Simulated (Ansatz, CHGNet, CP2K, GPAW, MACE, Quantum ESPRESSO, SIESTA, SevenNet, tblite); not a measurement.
# Running random packing of C72N28 (at. %) (57 atoms) with Quantum ESPRESSO, part 2 of 2

How do the settings of Quantum ESPRESSO change the result for random packing of C72N28 (at. %) (57 atoms)? A plane-wave run serves as the yardstick.

Program: Quantum ESPRESSO 7.5; the method stands at each step. Banners, paths, timers and routine set-up lines are dropped from the logs unmarked, and long logs keep their key lines alone; longer cuts are marked.

So far. Step 2 (PBE, sssp-1.3.0-efficiency, 60/480 Ry): Forces lie 0.31 % from the reference's, at 13 times its CPU time (on 2 against 4 cores). Step 3 (PBE, sssp-1.3.0-efficiency, 60/480 Ry, cg): Against the first run (0.31 %), the force difference from the reference is 0.31 %, at 2.6 times the CPU time: another solver or mixer reaches the same state.

### 4. PBE, gbrv-1.5, 40/200 Ry

Method: Kohn-Sham DFT, PBE, GBRV 1.5 ultrasoft pseudopotentials, plane waves.

The pseudopotential files are exchanged too: ./pseudo now holds the set gbrv-pbe-1.5.

File pw.in:

```
&control
  calculation = 'scf'
  pseudo_dir = './pseudo'
  outdir = './tmp'
  disk_io = 'none'
  tprnfor = .true.
  tstress = .true.
/
&system
  ibrav = 0
  nat = 57
  ntyp = 2
  ecutwfc = 40
  ecutrho = 200
  nosym = .true.
  occupations = 'smearing'
  smearing = 'fd'
  degauss = 0.003675
/
&electrons
  conv_thr = 2.9e-07
  electron_maxstep = 100
  mixing_beta = 0.2
  mixing_mode = 'local-TF'
  diagonalization = 'david'
/
ATOMIC_SPECIES
C 12.011 C.upf
N 14.007 N.upf
CELL_PARAMETERS angstrom
7.97600 0.00000 0.00000
0.00000 7.97600 0.00000
0.00000 0.00000 7.97600
ATOMIC_POSITIONS crystal
[... 57 atom lines left out: the same atoms as in the first run ...]
K_POINTS gamma
```

The run is started by

```sh
$ OMP_NUM_THREADS=1 pw.x -in pw.in > output.txt
```

The log of the run:

```text
Program PWSCF
     gamma-point specific algorithms are used
     sticks:   dense  smooth     PW     G-vecs:    dense   smooth      PW
     Sum        3593    2885    725               163323   116921   14771
     bravais-lattice index     =            0
     lattice parameter (alat)  =      15.0725  a.u.
     unit-cell volume          =    3424.1441 (a.u.)^3
     number of atoms/cell      =           57
     number of atomic types    =            2
     number of electrons       =       244.00
     number of Kohn-Sham states=          146
[... lines left out ...]
     number of k points=     1  Fermi-Dirac smearing, width (Ry)=  0.0037
[... lines left out ...]
     total energy              =    -777.89688525 Ry
[... lines left out ...]
     total energy              =    -777.77470414 Ry
[... lines left out ...]
     total energy              =    -777.83227732 Ry
[... lines left out ...]
     total energy              =    -777.84038737 Ry
[... lines left out ...]
     total energy              =    -777.84038760 Ry
[... lines left out ...]
     the Fermi energy is     6.8832 ev
!    total energy              =    -777.84038785 Ry
     estimated scf accuracy    <       0.00000015 Ry
     smearing contrib. (-TS)   =      -0.01905825 Ry
     internal energy E=F+TS    =    -777.82132960 Ry
     The total energy is F=E-TS. E is the sum of the following terms:
     one-electron contribution =      32.03178002 Ry
     hartree contribution      =     116.62622152 Ry
     xc contribution           =    -215.57709640 Ry
     ewald contribution        =    -710.90223474 Ry
     convergence has been achieved in  16 iterations
     Forces acting on atoms (cartesian axes, Ry/au):
     atom    1 type  1   force =    -0.02023595   -0.09521889    0.08094493
     atom    2 type  1   force =    -0.12454896    0.00836617   -0.00378450
     atom    3 type  1   force =     0.04710232   -0.03295316    0.02936641
[...]
atom   56 type  2   force =    -0.05425842    0.00645950   -0.08550350
     atom   57 type  2   force =     0.00616484    0.03780518    0.15614690
     Total force =     1.003809     Total SCF correction =     0.000647
     Computing stress (Cartesian axis) and pressure
          total   stress  (Ry/bohr**3)                   (kbar)     P=     -267.82
  -0.00198646   0.00017765   0.00017683         -292.22       26.13       26.01
   0.00017765  -0.00177719   0.00047486           26.13     -261.43       69.85
   0.00017683   0.00047486  -0.00169826           26.01       69.85     -249.82
     Message from routine punch:
     Nothing written, as per user request (disk_io='none')
```

It took 46 s on 1 thread of Arm Neoverse V1, shared host; peak memory 0.35 GiB.

Numbers from this run, and their distance from the reference:

| Item | Value |
| --- | --- |
| r.m.s. force component | 1.974 eV/Å |
| r.m.s. difference of force components | 9.005 meV/Å |
| longest difference of force vectors | 26.99 meV/Å |
| force difference over r.m.s. force | 0.4557 % |
| slope of forces against the reference's | 0.9988 |
| correlation of force components | 1 |
| pressure | -26.78 GPa |
| pressure difference | -0.1708 GPa |

Against the first run (0.31 %), the force difference from the reference is 0.46 %, at 0.29 times the CPU time (on 1 against 2 cores).

The run ends at a pressure of -26.78 GPa, with forces up to 7.3 eV/Å.

### 5. All runs compared

Differences are against the plane-wave reference, forces as r.m.s. over components; share is that over the reference's r.m.s. force, slope the least-squares factor from reference forces to these. Total energies of different programs have different zeros and aren't compared.

| run | Δ force, r.m.s. (meV/Å) | share (%) | slope | Δ pressure (GPa) | cores | CPU time | memory (GiB) |
| --- | --- | --- | --- | --- | --- | --- | --- |
| reference | - | - | - | - | 4 | 12 s | 0.58 |
| QE PBE, sssp-1.3.0-efficiency, 60/480 Ry | 6.09 | 0.308 | 0.998 | -0.223 | 2 | 2.7 min | 1.1 |
| QE PBE, sssp-1.3.0-efficiency, 60/480 Ry, cg | 6.09 | 0.308 | 0.998 | -0.223 | 2 | 6.8 min | 1.1 |
| QE PBE, gbrv-1.5, 40/200 Ry | 9.01 | 0.456 | 0.999 | -0.171 | 1 | 46 s | 0.35 |

CPU time is summed over cores on a shared host, where runs went side by side, so it is rough. Symmetry, cutoffs, thresholds, outputs and thread counts weren't matched or tuned between programs; memory under MPI is the largest rank's times the ranks.

Within one program, basis, potentials and functional, energies share a zero. Each run against its twin at the usual cutoff or grid and solver:

| run | twin | Δ energy (meV/atom) | Δ force, r.m.s. (meV/Å) | CPU time over the twin's |
| --- | --- | --- | --- | --- |
| QE PBE, sssp-1.3.0-efficiency, 60/480 Ry, cg | sssp-1.3.0-efficiency, 60/480 Ry | 0 | 0.153 | 2.6 |

### 6. What came out

```json
{"nearest in forces": "a tie at 0.31 % of 2 runs: QE PBE, sssp-1.3.0-efficiency, 60/480 Ry; QE PBE, sssp-1.3.0-efficiency, 60/480 Ry, cg"}
```

**Reading.** PBE on plane waves or a grid with other potentials, cutoffs or grids differs from the reference by 0.31 % (QE PBE, sssp-1.3.0-efficiency, 60/480 Ry) to 0.46 % (QE PBE, gbrv-1.5, 40/200 Ry) of the r.m.s. force; this holds the reference's own error, so differences of a few per cent don't tell which side is nearer the exact PBE result (QE's 60 Ry are 816 eV, against the reference's 420 eV). None of the electronic-structure runs in the table takes under half the reference's CPU time of 12 s; they take 3.8 to 34 times as much. The reference's stress is far from hydrostatic: its diagonal is -29.0, -26.0, -24.8 GPa, compression counted positive. The reference's pressure of -27 GPa says that the cell would shrink at this level of theory. The electronic-structure runs sample only Γ, in a cell whose shortest periodic width is 8 Å, which is coarse for a cell with partly filled levels.

[Also dropped from logs without a mark: logging warnings of Python, and SIESTA's first energy breakdown and zero terms.]

[Logs are printed without paths, hosts, clocks, repeated set-up lines and the standing remarks that a program may print on its own settings, such as how far it seeks lower states.]

[Hosts, paths, dates, database ids (printed as entryN), source tags and the programs' standing remarks are cut or masked in the printed files.]
